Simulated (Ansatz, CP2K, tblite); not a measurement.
# tblite on H-capped GaAs nanowire along [112] (32 atoms): settings against a plane-wave reference

Wanted: tblite inputs and outputs for H-capped GaAs nanowire along [112] (32 atoms), checked against a plane-wave reference.

Program: tblite 0.8.0. Level of theory: the method is named at each step. Results are calculated unless marked as measured.

**1. The starting structure**

The cell holds 32 atoms: 8 Ga, 8 As and 16 H. Cell: a = 17.543 Å, b = 16.160 Å, c = 6.923 Å, α = 90.0°, β = 90.0°, γ = 90.0°. It derives from GaAs (zinc-blende). Square section of size parameter 3.53 Å cut from zinc-blende GaAs (a = 5.653 Å) along [112], 1 period, broken bonds capped with H, 9 Å of vacuum. Then every atom was moved at random, 0.05 Å r.m.s. a Cartesian component (hydrogen 0.6 of that). Regions: wire, 16 atoms (8 Ga and 8 As); hydrogen, 16 atoms (16 H). Vacuum lies along a and b. The structure's axis is c.

The yardstick, on the same geometry:

- method: Kohn-Sham DFT, PBE, PAW, plane waves (Ansatz 0.2.0); cutoff 420 eV, Γ point, fermi-dirac smearing of 0.05 eV; PAW set soft_2
- r.m.s. force component: 0.9996 eV/Å
- longest force: 3.997 eV/Å
- gap (highest filled to lowest empty level): 2.032 eV
- SCF cycles: 9
- time: 12 s on 4 threads of Arm Neoverse V1, shared host
- CPU time: 36 s

**2. GFN1-xTB**

Method: GFN1-xTB tight binding, diagonalisation.

Input file run.py:

```python
import numpy as np
from ase.io import read
from tblite.ase import TBLite

atoms = read("structure.xyz")
atoms.calc = TBLite(method="GFN1-xTB", electronic_temperature=580, accuracy=1.0, max_iterations=250, mixer_damping=0.1, verbosity=1)
energy = atoms.get_potential_energy()
forces = atoms.get_forces()
print(f"energy {energy:.6f} eV")
print("forces (eV/A)")
for i, (a, f) in enumerate(zip(atoms, forces)):
    print(f"{i:4d} {a.symbol:2s} {f[0]:10.5f} {f[1]:10.5f} {f[2]:10.5f}")
print("charges (e)")
print(np.array2string(atoms.get_charges(), precision=4, suppress_small=True, max_line_width=110, threshold=100000))
```

Input file structure.xyz:

```xyz
32
Lattice="17.54338 0.00000 0.00000 0.00000 16.15970 0.00000 0.00000 0.00000 6.92348" Properties=species:S:1:pos:R:3 pbc="T T T"
Ga 5.80160 5.99347 3.39514
As 5.70002 6.82004 5.68826
Ga 5.86142 9.32867 5.79419
As 5.77318 10.11419 1.13510
Ga 7.81891 6.15943 6.83368
As 7.77716 6.86884 2.45036
Ga 7.79189 9.41319 2.30365
As 7.81400 10.13730 4.56610
Ga 9.74658 6.01658 3.51380
As 9.71623 6.86044 5.80963
Ga 9.90289 9.42272 5.75410
As 9.77272 10.15152 1.14916
Ga 11.76898 6.06102 0.05684
As 11.84038 6.74118 2.32684
Ga 11.70196 9.34952 2.36132
As 11.79582 10.04293 4.60051
H 4.52900 6.65166 2.72931
H 5.76616 4.45248 3.43592
H 4.52812 6.39068 6.49568
H 4.51865 9.88764 5.00235
H 5.79756 11.67312 1.19105
H 4.56847 9.67530 1.82607
H 7.70909 4.51179 6.87342
H 7.79224 11.63127 4.61208
H 9.76079 4.47688 3.47739
H 9.82692 11.64953 1.11385
H 11.74564 4.54233 6.85798
H 13.01807 6.64051 6.12326
H 12.97491 6.32927 3.00541
H 13.06789 9.84514 1.61442
H 11.78406 11.69381 4.64510
H 13.02333 9.60759 5.25416
```

Started as:

```sh
$ OMP_NUM_THREADS=1 python run.py > output.txt
```

The log of the run:

```text
------------------------------------------------------------
  cycle        total energy    energy error   density error
------------------------------------------------------------
      1     -37.76092880587  -3.7879760E+01   3.3766690E-01
      2     -38.34386916239  -5.8294036E-01   2.8947900E-01
      3     -38.42129353441  -7.7424372E-02   2.3432214E-01
      4     -38.42651797872  -5.2244443E-03   5.7983253E-02
      5     -38.43033968134  -3.8217026E-03   3.6080795E-02
      6     -38.43979304430  -9.4533630E-03   1.5449665E-02
      7     -38.44061568020  -8.2263590E-04   8.6427577E-03
      8     -38.44086652123  -2.5084103E-04   3.4767866E-03
      9     -38.44089786746  -3.1346229E-05   1.7495284E-03
     10     -38.44090995347  -1.2086006E-05   9.4757840E-04
     11     -38.44091163765  -1.6841829E-06   5.8010855E-04
     12     -38.44091190238  -2.6472726E-07   2.2591600E-04
     13     -38.44091199493  -9.2558849E-08   1.1758329E-04
     14     -38.44091205889  -6.3953713E-08   2.8933788E-05
     15     -38.44091206325  -4.3601318E-09   9.9469286E-06
------------------------------------------------------------
 total:                                   0.467 sec
energy -1046.030497 eV
forces (eV/A)
   0 Ga   -0.91504   -0.08243    0.09899
   1 As    0.57715    1.16050    0.22532
   2 Ga   -1.43855   -0.89996   -0.89486
   3 As    0.54409    0.94391   -0.25064
   4 Ga   -1.96399   -1.22958    1.52503
   5 As    0.42941    1.43409   -1.42813
   6 Ga   -0.26584   -1.58130    0.16192
   7 As    0.52446    0.21665    0.79656
   8 Ga    0.45556    0.20703    0.18209
   9 As    2.06687    1.90476   -0.67662
  10 Ga   -1.68008   -1.72848    0.75779
  11 As   -0.06390    0.19247   -0.17586
  12 Ga    0.43913    0.23193   -0.82029
  13 As   -2.39197    2.26626   -0.49377
  14 Ga    1.39634   -1.47376   -1.16586
  15 As    0.66477    2.11943   -0.37553
  16 H    -0.08066    0.03783   -0.28073
  17 H     0.00472   -0.43306   -0.04414
  18 H    -0.04068    0.03777    0.22195
  19 H     0.36283    0.09629    0.09018
  20 H    -0.51498   -0.96744    0.23550
  21 H    -0.31097    0.39290    0.28066
  22 H     0.15918    0.19055    0.07663
  23 H    -0.05116    0.16796    0.07793
  24 H    -0.05670   -0.77406    0.09066
  25 H     0.01889    0.04319    0.15034
  26 H     0.01547   -0.88936   -0.03196
  27 H    -0.21019    0.09739    0.05703
  28 H     1.80119   -0.59698    1.07057
  29 H    -0.26294    0.09884   -0.00301
  30 H     0.47333   -1.56482    0.23874
  31 H     0.31425    0.38147    0.30351
charges (e)
[ 0.1674  0.0399  0.1088  0.0673  0.088   0.0148 -0.033   0.0415  0.1031  0.0188 -0.0109  0.0448  0.1624
  0.0307  0.1236  0.0746 -0.1719 -0.1331  0.0244 -0.1796  0.0204  0.0632 -0.1648 -0.0004 -0.1377  0.0075
 -0.1437 -0.1766  0.0433 -0.1726  0.012   0.068 ]
```

The job ended after 1.6 s (1 thread of Arm Neoverse V1, shared host; peak memory 0.14 GiB).

Banners, paths, timers and routine set-up lines are dropped from the logs unmarked, and long logs keep their key lines alone; longer cuts are marked.

Compared with the plane-wave run:

```yaml
r_m_s_force_component: 0.8676 eV/Å
r_m_s_difference_of_force_components: 300 meV/Å
longest_difference_of_force_vectors: 927.4 meV/Å
force_difference_over_r_m_s_force: 30.02 %
slope_of_forces_against_the_reference_s: 0.8316
correlation_of_force_components: 0.9581
```

Length of the force difference by element (eV/Å):

```csv
element,atoms,mean,most
As,8,0.45,0.83
Ga,8,0.50,0.71
H,16,0.47,0.93
```

Local excerpt of 9 atoms (numbers count through the whole input) about As14, which bears the longest force; x, y, z are measured from there.

```csv
atom,x,y,z,distance (Å),bonds,Mulliken charge (e),Fx,Fy,Fz (eV/Å)
As14,0.00,0.00,0.00,0.00,4,0.03,-2.39,2.27,-0.49
H29,1.13,-0.41,0.68,1.38,1,0.04,1.80,-0.60,1.07
Ga13,-0.07,-0.68,-2.27,2.37,4,0.16,0.44,0.23,-0.82
Ga9,-2.09,-0.72,1.19,2.51,4,0.10,0.46,0.21,0.18
Ga15,-0.14,2.61,0.03,2.61,4,0.12,1.40,-1.47,-1.17
H27,-0.09,-2.20,-2.39,3.25,1,-0.14,0.02,-0.89,-0.03
H25,-2.08,-2.26,1.15,3.28,1,-0.14,-0.06,-0.77,0.09
H28,1.18,-0.10,-3.13,3.34,1,-0.18,-0.21,0.10,0.06
H30,1.23,3.10,-0.71,3.41,1,-0.17,-0.26,0.10,0.00
```

Atoms are counted from 1 here, from 0 in the log.

Forces lie 30 % from the reference's, at 0.029 times its CPU time (on 1 against 4 cores).

**3. What came out**

```json
{"force difference from the reference": "tblite GFN1-xTB, 30 %", "its CPU time": "1 s"}
```

**Reading.** Tight binding differs by 30 % (tblite GFN1-xTB); it is another model, with fitted parameters of its own, and the xTB methods hold dispersion. One electronic-structure run takes under half the reference's CPU time: tblite GFN1-xTB, at 30 % in 1 s against 36 s. Periodic xTB results under one method name differ between programs and library versions. Caps of real hydrogen don't mimic the fractional bonds of a polar compound, so surface states and strained caps may belong to the model. The electronic-structure runs sample only Γ, in a cell whose periodic width is 7 Å.

[Also dropped from logs without a mark: logging warnings of Python, and SIESTA's first energy breakdown and zero terms.]

[Logs are printed without paths, hosts, clocks, repeated set-up lines and the standing remarks that a program may print on its own settings, such as how far it seeks lower states.]

[Hosts, paths, dates, database ids (printed as entryN), source tags and the programs' standing remarks are cut or masked in the printed files.]
